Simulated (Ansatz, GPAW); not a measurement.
**A 9-layer slab of Nb(100): work function by functional and basis**

How far do functional and basis move the work function of a 9-layer slab of Nb(100)?

Method: Ansatz plane waves; slab in vacuum with a dipole correction, relaxation, in the first sound run; inputs show where later runs differ, in GPAW 26.7.0 and Ansatz 0.2.0.

## (1) The starting structure

The cell holds 9 atoms: 9 Nb. Its edges and angles: a = 3.300 Å, b = 3.300 Å, c = 29.200 Å, α = 90.0°, β = 90.0°, γ = 90.0°. Vacuum lies along c.

## (2) Relaxing the atoms

The atoms are relaxed first, since the surface dipole, and with it the work function, follows the positions of the outer layers. The lowest 4 atoms are held at bulk positions and keep their forces.

Input file input.yaml:

```yaml
crystal:
  lattice:
    - [3.3, 0.0, 0.0]
    - [0.0, 3.3, 0.0]
    - [0.0, 0.0, 29.2]
  atoms:
    - { symbol: Nb, position: [0.0, 0.0, 0.2739726027] }
    - { symbol: Nb, position: [0.5, 0.5, 0.3304794521] }
    - { symbol: Nb, position: [0.0, 0.0, 0.3869863014] }
    - { symbol: Nb, position: [0.5, 0.5, 0.4434931507] }
    - { symbol: Nb, position: [0.0, 0.0, 0.5] }
    - { symbol: Nb, position: [0.5, 0.5, 0.5565068493] }
    - { symbol: Nb, position: [0.0, 0.0, 0.6130136986] }
    - { symbol: Nb, position: [0.5, 0.5, 0.6695205479] }
    - { symbol: Nb, position: [0.0, 0.0, 0.7260273973] }
kpoints:
  mp_grid: { grid: [10, 10, 1] }
hamiltonian:
  xc: pbe
scf:
  occupations: { method: fermi_dirac, width: 0.1 }
efield:
  axis: 3
  dipole_correction: true
  ramp_width: 0.05
relax:
  f_tol: 0.02
  max_steps: 60
  constraints: [{ sites: [0, 1, 2, 3] }]
output:
  write_potential: true
  write_density: true
  volumetric_format: npy
```

Started as:

```console
$ ansatz run input.yaml --threads 4 --pin off --max-ram 8192MiB --backend cpu --events-out ev --progress --plain --runs-dir out
```

Numbers of over 12 decimals in the logs are rounded to 6 here.

Output:

```text
Engine: ansatz 0.2.0, aarch64-unknown-linux-gnu
Pseudopotentials: kind: paw
Pseudopotential: Nb, paw, valence charge 13, recommended cutoff 420 eV (normal), Nb.paw.azcp
Functional definition: PBE
  parameter kappa = 0.804
  parameter beta = 0.066725
  exchange = pbe_x(kappa = kappa, mu = beta*pi^2/3)
  correlation = pbe_c(beta = beta)
Crystal: 9 atoms, lattice volume = 317.988 Å³
Basis set: ecut = 420 eV, 6257 PW (Γ), exchange–correlation on 48×48×400 points (8 copies of the dense FFT grid, shifted against one another)
Bands: 71, of which v1, the nominal top of the filled ones, is band 59 counted from 1 (58 counted from 0)
Symmetry: 8 space group operations
k-points: 21 of 100
Non-local potential: Nb, projectors of the file, l = 0: 3, l = 1: 2, l = 2: 2, l = 3: 1
PAW form: soft (Blöchl's): semilocal exchange-correlation on the pseudo side does not see the compensation charge
PAW one-centre angular grid: Nb, 590 points (default); XC on 64 Gauss nodes
Initial density: superposition of atomic densities (neutral atoms: chi_scale 0, normalization atom), corrected by the library's trained network
Initial wavefunctions: pseudopotential atomic-orbital guess
Functional: x = pbe(κ = 0.804, μ = 0.219515), c = pbe(β = 0.066725)
SCF iter   1: F=—  HF=-40967.882786 eV  |F-HF|=—  |Δ(HF+E_count)|=         —  Δρ=1.81e-2  dr2=3.94e1  ethr=1.77e-3  p=-0.000 e·Å  D=-1.28e-13 V/Å  ΔV_dip=0.00 eV  dr2_dipole=3.08e-6  V_vac-E_F(+/−)=4.31/4.31 eV  ⟨swp⟩=8.5  Hψ=6821  notcnv=0
efield: sawtooth ramp at fractional position 0.9750 (placed from the atoms, in the widest stretch of the axis that holds none; the zero of the levels goes with the place), width 0.0500; the density the first Hamiltonian is built on has a dipole p = -0.000 e·Å; the dipole correction subtracts the counter field D = -1.28e-13 V/Å, which shifts the + side's vacuum level by +0.00 eV against the − side's; the planar-averaged density in the ramp window peaks in size at 5.0e-5 e/Å³
preconditioner: auto → LDOS  [metal: Δε(μ)=0.012 eV  Ē_g=3.312 eV  σ=0.100 eV  W_gap=0.03  n_scr=72 (ndim 8)  ℏωp=14.0 eV  f_vac=0.426  D(μ)=9.20/eV (n_scr^D=64)  β→1.0]
SCF iter   2: F=—  HF=-40967.436919 eV  |F-HF|=—  |Δ(HF+E_count)|=   4.46e-1  Δρ=1.06e-2  dr2=7.41e0  ethr=1.77e-3  p=0.000 e·Å  D=1.28e-5 V/Å  ΔV_dip=-0.00 eV  dr2_dipole=2.21e-5  V_vac-E_F(+/−)=3.44/3.44 eV  ⟨swp⟩=3.5  Hψ=2247  notcnv=0  defer=2
SCF iter   3: F=—  HF=-40967.333984 eV  |F-HF|=—  |Δ(HF+E_count)|=   1.03e-1  Δρ=2.00e-3  dr2=3.64e-1  ethr=1.77e-3  p=0.000 e·Å  D=8.11e-7 V/Å  ΔV_dip=-0.00 eV  dr2_dipole=4.95e-7  V_vac-E_F(+/−)=3.76/3.76 eV  ⟨swp⟩=2.5  Hψ=1957  notcnv=0  defer=2
SCF iter   4: F=—  HF=-40967.332943 eV  |F-HF|=—  |Δ(HF+E_count)|=   1.04e-3  Δρ=4.37e-4  dr2=2.39e-3  ethr=3.11e-4  p=-0.000 e·Å  D=-1.28e-6 V/Å  ΔV_dip=0.00 eV  dr2_dipole=4.10e-12  V_vac-E_F(+/−)=3.70/3.70 eV  ⟨swp⟩=1.0  Hψ=1543  notcnv=0  defer=3
SCF iter   5: F=—  HF=-40967.332792 eV  |F-HF|=—  |Δ(HF+E_count)|=   1.51e-4  Δρ=1.83e-4  dr2=1.43e-3  ethr=2.04e-6  p=-0.000 e·Å  D=-1.42e-6 V/Å  ΔV_dip=0.00 eV  dr2_dipole=8.20e-10  V_vac-E_F(+/−)=3.72/3.72 eV  ⟨swp⟩=2.4  Hψ=2082  notcnv=0  defer=1
SCF iter   6: F=—  HF=-40967.332811 eV  |F-HF|=—  |Δ(HF+E_count)|=   1.86e-5  Δρ=8.20e-5  dr2=2.84e-4  ethr=1.22e-6  p=-0.000 e·Å  D=-4.48e-7 V/Å  ΔV_dip=0.00 eV  dr2_dipole=2.30e-9  V_vac-E_F(+/−)=3.73/3.73 eV  ⟨swp⟩=1.1  Hψ=1492  notcnv=0  defer=1
SCF iter   7: F=-40967.332807 eV  HF=-40967.332813 eV  |F-HF|=5.73e-6  |Δ(HF+E_count)|=   2.43e-6  Δρ=2.31e-5  dr2=8.34e-6  ethr=8.55e-9  p=-0.000 e·Å  D=-1.18e-7 V/Å  ΔV_dip=0.00 eV  dr2_dipole=4.21e-10  V_vac-E_F(+/−)=3.73/3.73 eV  ⟨swp⟩=12.1  Hψ=13896  notcnv=0
SCF 1 converged in 7 iterations: F = -40967.332807 eV  dr2 = 8.34e-6
  greatest PAW one-centre occupation: 0.998 electrons in one spin orbital (limit 2), on the Nb atom at site 7 (counted from 0), in its partial waves of l = 0
relax step   1: F+E_penalty+E_count = -40967.33280746 eV  Δ(F+E_penalty+E_count) = +0.000e0 eV  max|allowed force component| = 1.008e0 eV/Å  Δτ_max = 0.0000 Å  (7 SCF iters, dr2 threshold 1.00e-5 eV, accepted)
Initial density: handed on by an earlier stage of this run
Initial wavefunctions: those handed on with the density
SCF iter   1: F=—  HF=-40967.711920 eV  |F-HF|=—  |Δ(HF+E_count)|=         —  Δρ=2.07e-2  dr2=1.72e1  ethr=3.10e-3  p=-0.000 e·Å  D=-1.36e-7 V/Å  ΔV_dip=0.00 eV  dr2_dipole=2.54e0  V_vac-E_F(+/−)=3.72/3.72 eV  ⟨swp⟩=6.5  Hψ=3939  notcnv=0
efield: sawtooth ramp at fractional position 0.9750 (handed on by an earlier solve), width 0.0500; the density the first Hamiltonian is built on has a dipole p = -0.000 e·Å; the dipole correction subtracts the counter field D = -1.36e-7 V/Å, which shifts the + side's vacuum level by +0.00 eV against the − side's; the planar-averaged density in the ramp window peaks in size at 1.5e-6 e/Å³
preconditioner: auto → LDOS  [metal: Δε(μ)=0.012 eV  Ē_g=3.256 eV  σ=0.100 eV  W_gap=0.03  n_scr=72 (ndim 8)  ℏωp=14.0 eV  f_vac=0.429  D(μ)=12.80/eV (n_scr^D=96)  β→1.0]
SCF iter   2: F=—  HF=-40967.282324 eV  |F-HF|=—  |Δ(HF+E_count)|=   4.30e-1  Δρ=5.54e-3  dr2=5.69e-1  ethr=3.10e-3  p=0.000 e·Å  D=2.20e-4 V/Å  ΔV_dip=-0.01 eV  dr2_dipole=1.79e-1  V_vac-E_F(+/−)=3.74/3.75 eV  ⟨swp⟩=2.9  Hψ=2241  notcnv=0
SCF iter   3: F=—  HF=-40967.268890 eV  |F-HF|=—  |Δ(HF+E_count)|=   1.34e-2  Δρ=3.43e-3  dr2=1.12e-1  ethr=4.86e-4  p=0.002 e·Å  D=1.02e-3 V/Å  ΔV_dip=-0.03 eV  dr2_dipole=3.46e-3  V_vac-E_F(+/−)=3.71/3.74 eV  ⟨swp⟩=2.8  Hψ=2373  notcnv=0
SCF iter   4: F=—  HF=-40967.257382 eV  |F-HF|=—  |Δ(HF+E_count)|=   1.15e-2  Δρ=7.94e-4  dr2=7.36e-3  ethr=9.58e-5  p=0.005 e·Å  D=2.78e-3 V/Å  ΔV_dip=-0.08 eV  dr2_dipole=1.66e-3  V_vac-E_F(+/−)=3.66/3.74 eV  ⟨swp⟩=2.4  Hψ=2209  notcnv=0
SCF iter   5: F=—  HF=-40967.256534 eV  |F-HF|=—  |Δ(HF+E_count)|=   8.48e-4  Δρ=1.76e-4  dr2=3.83e-4  ethr=6.29e-6  p=0.006 e·Å  D=3.67e-3 V/Å  ΔV_dip=-0.11 eV  dr2_dipole=1.05e-4  V_vac-E_F(+/−)=3.63/3.74 eV  ⟨swp⟩=2.7  Hψ=2226  notcnv=0
SCF iter   6: F=-40967.256482 eV  HF=-40967.256535 eV  |F-HF|=5.38e-5  |Δ(HF+E_count)|=   1.20e-6  Δρ=5.21e-5  dr2=4.63e-5  ethr=5.42e-8  p=0.008 e·Å  D=4.40e-3 V/Å  ΔV_dip=-0.13 eV  dr2_dipole=1.91e-5  V_vac-E_F(+/−)=3.61/3.74 eV  ⟨swp⟩=11.7  Hψ=14842  notcnv=0
SCF 2 converged in 6 iterations: F = -40967.256482 eV  dr2 = 4.63e-5
  greatest PAW one-centre occupation: 0.998 electrons in one spin orbital (limit 2), on the Nb atom at site 1 (counted from 0), in its partial waves of l = 0
[...]
SCF iter   2: F=—  HF=-40967.464269 eV  |F-HF|=—  |Δ(HF+E_count)|=   1.86e-1  Δρ=5.17e-3  dr2=1.06e0  ethr=3.10e-3  p=0.013 e·Å  D=7.47e-3 V/Å  ΔV_dip=-0.22 eV  dr2_dipole=5.67e-1  V_vac-E_F(+/−)=3.53/3.75 eV  ⟨swp⟩=2.5  Hψ=1880  notcnv=0  defer=1
SCF iter   3: F=—  HF=-40967.444904 eV  |F-HF|=—  |Δ(HF+E_count)|=   1.94e-2  Δρ=1.36e-3  dr2=5.21e-2  ethr=9.08e-4  p=0.010 e·Å  D=5.41e-3 V/Å  ΔV_dip=-0.16 eV  dr2_dipole=1.15e-4  V_vac-E_F(+/−)=3.58/3.74 eV  ⟨swp⟩=2.7  Hψ=1774  notcnv=0  defer=2
SCF iter   4: F=—  HF=-40967.442270 eV  |F-HF|=—  |Δ(HF+E_count)|=   2.63e-3  Δρ=3.84e-4  dr2=2.07e-3  ethr=4.45e-5  p=0.008 e·Å  D=4.49e-3 V/Å  ΔV_dip=-0.13 eV  dr2_dipole=6.92e-4  V_vac-E_F(+/−)=3.61/3.74 eV  ⟨swp⟩=2.0  Hψ=1801  notcnv=0  defer=2
SCF iter   5: F=—  HF=-40967.442011 eV  |F-HF|=—  |Δ(HF+E_count)|=   2.59e-4  Δρ=8.37e-5  dr2=1.07e-4  ethr=1.77e-6  p=0.007 e·Å  D=4.16e-3 V/Å  ΔV_dip=-0.12 eV  dr2_dipole=3.47e-5  V_vac-E_F(+/−)=3.62/3.74 eV  ⟨swp⟩=2.5  Hψ=2631  notcnv=0
SCF iter   6: F=—  HF=-40967.442008 eV  |F-HF|=—  |Δ(HF+E_count)|=   3.45e-6  Δρ=2.59e-5  dr2=7.20e-6  ethr=9.15e-8  p=0.007 e·Å  D=3.93e-3 V/Å  ΔV_dip=-0.11 eV  dr2_dipole=2.80e-7  V_vac-E_F(+/−)=3.62/3.74 eV  ⟨swp⟩=2.0  Hψ=1938  notcnv=0
SCF iter   7: F=—  HF=-40967.441864 eV  |F-HF|=—  |Δ(HF+E_count)|=   1.44e-4  Δρ=8.90e-6  dr2=1.37e-6  ethr=6.16e-9  p=0.007 e·Å  D=3.72e-3 V/Å  ΔV_dip=-0.11 eV  dr2_dipole=7.02e-8  V_vac-E_F(+/−)=3.63/3.74 eV  ⟨swp⟩=2.3  Hψ=2015  notcnv=0
SCF iter   8: F=—  HF=-40967.441864 eV  |F-HF|=—  |Δ(HF+E_count)|=   4.31e-8  Δρ=3.31e-6  dr2=1.09e-7  ethr=1.17e-9  p=0.006 e·Å  D=3.65e-3 V/Å  ΔV_dip=-0.11 eV  dr2_dipole=1.18e-12  V_vac-E_F(+/−)=3.63/3.74 eV  ⟨swp⟩=2.3  Hψ=2067  notcnv=0
SCF iter   9: F=-40967.441864 eV  HF=-40967.441864 eV  |F-HF|=3.67e-9  |Δ(HF+E_count)|=   1.51e-8  Δρ=1.05e-6  dr2=8.46e-9  ethr=8.55e-11  p=0.006 e·Å  D=3.63e-3 V/Å  ΔV_dip=-0.11 eV  dr2_dipole=2.02e-10  V_vac-E_F(+/−)=3.63/3.74 eV  ⟨swp⟩=10.2  Hψ=10958  notcnv=0
SCF 3 converged in 9 iterations: F = -40967.441864 eV  dr2 = 8.46e-9
relax step   3: F+E_penalty+E_count = -40967.44186433 eV  Δ(F+E_penalty+E_count) = -1.091e-1 eV  max|allowed force component| = 1.979e-1 eV/Å  Δτ_max = 0.0966 Å  (9 SCF iters, accepted)
[...]
relax step   4: F+E_penalty+E_count = -40967.44373791 eV  Δ(F+E_penalty+E_count) = -1.874e-3 eV  max|allowed force component| = 9.427e-2 eV/Å  Δτ_max = 0.0444 Å  (6 SCF iters, dr2 threshold 2.45e-6 eV, accepted)
[...]
relax step   5: F+E_penalty+E_count = -40967.44490643 eV  Δ(F+E_penalty+E_count) = -1.169e-3 eV  max|allowed force component| = 5.688e-3 eV/Å  Δτ_max = 0.0194 Å  (6 SCF iters, dr2 threshold 5.55e-7 eV, accepted)
iter 1 solved again at ethr=9.14e-11 eV; its pass at ethr=3.10e-3 eV (dr2=1.07e-7 eV) is discarded
SCF iter   1: F=—  HF=-40967.444930 eV  |F-HF|=—  |Δ(HF+E_count)|=         —  Δρ=2.82e-6  dr2=1.07e-7  ethr=9.14e-11  p=0.007 e·Å  D=4.09e-3 V/Å  ΔV_dip=-0.12 eV  dr2_dipole=5.34e-8  V_vac-E_F(+/−)=3.62/3.74 eV  ⟨swp⟩=1.0  Hψ=3612  notcnv=0
efield: sawtooth ramp at fractional position 0.9750 (handed on by an earlier solve), width 0.0500; the density the first Hamiltonian is built on has a dipole p = 0.007 e·Å; the dipole correction subtracts the counter field D = 4.09e-3 V/Å, which shifts the + side's vacuum level by -0.12 eV against the − side's; the planar-averaged density in the ramp window peaks in size at 1.4e-6 e/Å³
preconditioner: auto → LDOS  [metal: Δε(μ)=0.008 eV  Ē_g=3.224 eV  σ=0.100 eV  W_gap=0.02  n_scr=72 (ndim 8)  ℏωp=14.0 eV  f_vac=0.428  D(μ)=11.24/eV (n_scr^D=82)  β→1.0]
SCF iter   2: F=-40967.444907 eV  HF=-40967.444907 eV  |F-HF|=9.94e-9  |Δ(HF+E_count)|=   2.35e-5  Δρ=1.31e-6  dr2=1.43e-8  ethr=8.55e-11  p=0.007 e·Å  D=4.11e-3 V/Å  ΔV_dip=-0.12 eV  dr2_dipole=4.69e-9  V_vac-E_F(+/−)=3.62/3.74 eV  ⟨swp⟩=8.2  Hψ=11110  notcnv=0
SCF 6 converged in 2 iterations: F = -40967.444907 eV  dr2 = 1.43e-8
relax step   6: F+E_penalty+E_count = -40967.44490654 eV  Δ(F+E_penalty+E_count) = -1.059e-7 eV  max|allowed force component| = 5.658e-3 eV/Å  Δτ_max = 0.0000 Å  (2 SCF iters, accepted)
NSCF: frozen V_eff on 21 k-points
the band table was solved once a step of the walk had ended and its energy, with any forces and stress, was formed, with the checks that follow a solve (6989 applications of the Hamiltonian). They found nothing against the state; the energy, forces and stress were not computed again (output.eigenvalues in the input reference)
WARN: The output density's exchange-correlation potential varies sharply where the density is thin. Do not read a vacuum level from v_tot or v_xc, or from such a field of the output density. On a cell that repeats whose density bears no net charge and no dipole along the vacuum's axis use v_es (v_loc + v_h of the components); under efield.dipole_correction with no amplitude use v_es + v_field, which holds any externa [...]
SCF converged after 2 iterations
Free energy (F): -40967.444907 eV
Harris-Foulkes:  -40967.444907 eV  (|F-HF|=9.94e-9)
Internal energy: -40967.066482 eV  (E = F + TS)
E sigma→0 (E₀):  -40967.255694 eV
Entropy (-TS):   -0.378424 eV (-42.047 meV/atom)
Fermi energy:    7.441146 eV
Dipole field:    D = 0.004179 V/Å  (p = 0.007345 e·Å, saw-weighted, corrected)
Work function:   Φ+ = 3.6188 eV   Φ− = 3.7409 eV
Levels:          The Fermi level and band energies are counted from a zero that moves with the ramp; work functions are not
--- Per-component energies (eV) ---
  E_band       = -1834.556708
  E_kinetic    = 3547.575379
  E_local      = -141021.679160  (includes V_loc(G=0)·N_el)
  E_nonlocal   = 1081.689133
  E_hartree    = 68719.452422
  E_xc         = -1576.107639
  E_vxc        = -1911.420105  (∫ρ·V_xc dr)
  E_paw        = -27661.201365  (= ΣΔE_a)
  E_vpaw       = -969.607409  (= ΣTr[D̂ρ^β])
  E_aug_tail   = 0.000062  (compensation charges beyond the density's cutoff)
  E_efield     = 0.000015  (sawtooth field / dipole correction)
  E_vefield    = -0.000797  (∫n·V_field dr)
  E_ewald      = 55943.204669
  E_smearing   = -0.378424  (= −TS)
  E_closure    = -0.000000  (closes the sum)
  Σ components = -40967.444907   (vs F -40967.444907, Δ=0.00e0)
--- Forces (eV/Å), atoms counted from 1 ---
  atom   1  Nb     0.00000000     0.00000000     0.98395112
  atom   2  Nb    -0.00000000     0.00000000    -0.84014067
  atom   3  Nb    -0.00000000     0.00000000    -0.51478554
  atom   4  Nb     0.00000000     0.00000000     0.37032895
  atom   5  Nb     0.00000000     0.00000000    -0.00002367
  atom   6  Nb     0.00000000     0.00000000     0.00064648
  atom   7  Nb     0.00000000     0.00000000     0.00342917
  atom   8  Nb    -0.00000000     0.00000000    -0.00565822
  atom   9  Nb    -0.00000000     0.00000000     0.00223877
  max |Σ_I F_I| component: 1.36e-5 eV/Å
--- Band table (eV; the first three rows and the last of 21) ---
  k-point 0: bands = [... 55 lower, 7.6906, 7.6990, 7.6990, 7.7720, 7.7720, 7.9256, 7.9256, 7.9257, ... 8 higher]
  k-point 1: bands = [... 55 lower, 7.4489, 7.5437, 7.5822, 7.6948, 7.8219, 7.9120, 7.9664, 8.1353, ... 8 higher]
  k-point 2: bands = [... 55 lower, 7.0853, 7.2839, 7.4137, 7.4965, 7.6313, 7.6957, 8.2134, 8.3671, ... 8 higher]
  k-point 20: bands = [... 55 lower, 6.9696, 6.9696, 7.8037, 7.8037, 8.8254, 8.8254, 9.6477, 9.6534, ... 8 higher]
--- Relaxed structure (6 steps of the walk, 5 accepted, 0 SCFs on fresh bases) ---
  F+E_penalty+E_count = -40967.44490654 eV   max|allowed force component| = 5.658e-3 eV/Å
  atoms:
    - { symbol: Nb, position: [0.0, 0.0, 0.273973] }
    - { symbol: Nb, position: [0.5, 0.5, 0.3304794521] }
    - { symbol: Nb, position: [0.0, 0.0, 0.3869863014] }
    - { symbol: Nb, position: [0.5, 0.5, 0.443493] }
    - { symbol: Nb, position: [0, 0.0, 0.500652] }
    - { symbol: Nb, position: [0.5, 0.5, 0.556358] }
    - { symbol: Nb, position: [0, 0.0, 0.615059] }
    - { symbol: Nb, position: [0.5, 0.5, 0.671658] }
    - { symbol: Nb, position: [0, 0.0, 0.721862] }
```

It took 1.8 min on 4 threads of Arm Neoverse N1, shared host; peak memory 0.91 GiB; 6.8 min of CPU time.

The steps of the relaxation:

```tsv
step	energy less that of the first step (eV)	largest force component (eV/Å)
1	0.0000	1.0077
2	0.0763	1.6306
3	-0.1091	0.1979
4	-0.1109	0.0943
5	-0.1121	0.0057
6	-0.1121	0.0057
```

Relaxation step 2 was tried and not accepted.

Forces are held to the 8 operations that the run works with; a distortion that breaks them can't arise in this run.

The atoms that moved most (Å):

```tsv
atom	dx	dy	dz	length
Nb9	0.000	0.000	-0.122	0.122
Nb8	0.000	0.000	0.062	0.062
Nb7	0.000	0.000	0.060	0.060
Nb5	0.000	0.000	0.019	0.019
```

The relaxed structure:

```
Nb
1.0
     3.30000    0.00000    0.00000
     0.00000    3.30000    0.00000
     0.00000    0.00000   29.20000
Nb
9
Direct
  0.00000 0.00000 0.27397
  0.50000 0.50000 0.33048
  0.00000 0.00000 0.38699
  0.50000 0.50000 0.44349
  0.00000 0.00000 0.50065
  0.50000 0.50000 0.55636
  0.00000 0.00000 0.61506
  0.50000 0.50000 0.67166
  0.00000 0.00000 0.72186
```

Numbers from this step:

```yaml
free_energy: -40967.4449 eV
smearing_term_ts: 0.3784 eV
symmetry_operations: 8
upper_work_function: 3.619 eV
lower_work_function: 3.741 eV
dipole_along_the_normal: 0.007345 e·Å
dipole_field: 0.004179 V/Å
vacuum_level_above: 11.06 eV
vacuum_level_below: 11.18 eV
```

The electrostatic potential energy of an electron (with the applied field's), less the Fermi level, planar mean oscillates, so the rows of the table below give means over windows of 1.61 Å about each position, cut where the curve ends. Its maxima inside the range that stand out by 2 % of the span (Å: eV): 8.9: -7.12, 10.5: -7.04, 12.1: -6.97, 13.7: -6.73, 15.5: -7.33, 17.1: -6.05, 18.8: -7.03, 20.3: -10.1. Its minima: 8.0: -15.0, 9.6: -14.7, 11.2: -14.7, 13.0: -14.6, 14.6: -14.6, 16.2: -14.6, 18.0: -14.8, 19.6: -14.7, 21.0: -15.2.

The electrostatic potential energy of an electron (with the applied field's), less the Fermi level, planar mean by z; means over each step:

```tsv
z (Å)	electrostatic potential energy of an electron (with the applied field's), less the Fermi level, planar mean (eV)
0.81	3.73
2.42	3.74
4.02	3.73
5.63	3.33
7.24	-5.38
8.85	-11.0
10.46	-10.9
12.07	-10.9
13.68	-10.6
15.29	-11.1
16.90	-10.3
18.51	-11.0
20.12	-12.7
21.73	-6.41
23.34	3.15
24.95	3.60
26.56	3.62
28.17	3.63
```

The valence density, planar mean oscillates, so the rows of the table below give means over windows of 1.61 Å about each position, cut where the curve ends. Its maxima inside the range that stand out by 2 % of the span (Å: e/Å³): 8.0: 0.939, 9.6: 0.958, 11.2: 0.955, 13.0: 0.956, 14.6: 0.960, 16.2: 0.956, 18.0: 0.955, 19.6: 0.974, 21.0: 0.960. Its minima: 8.8: 0.450, 10.5: 0.437, 12.1: 0.433, 13.7: 0.430, 15.5: 0.455, 17.1: 0.393, 18.8: 0.438, 20.3: 0.596.

Table of valence density, planar mean by z; means over each step:

z (Å), valence density, planar mean (e/Å³) and a bar:
```
     2.42      0.000 
     4.02      0.000 
     5.63      0.009 
     7.24      0.392 ##############
     8.85      0.717 ##########################
    10.46      0.717 ##########################
    12.07      0.717 ##########################
    13.68      0.708 ##########################
    15.29      0.730 ###########################
    16.90      0.686 #########################
    18.51      0.717 ##########################
    20.12      0.814 ##############################
    21.73      0.453 #################
    23.34      0.011 
    24.95      0.000 
    26.56      0.000
```

The relaxation lowered the energy of the cell by 0.112 eV.

[end of part 1 of 3]

[Logs are printed without paths, hosts, clocks, repeated set-up lines and the standing remarks that a program may print on its own settings, such as how far it seeks lower states.]

[Hosts, paths, dates, database ids (printed as entryN), source tags and the programs' standing remarks are cut or masked in the printed files.]
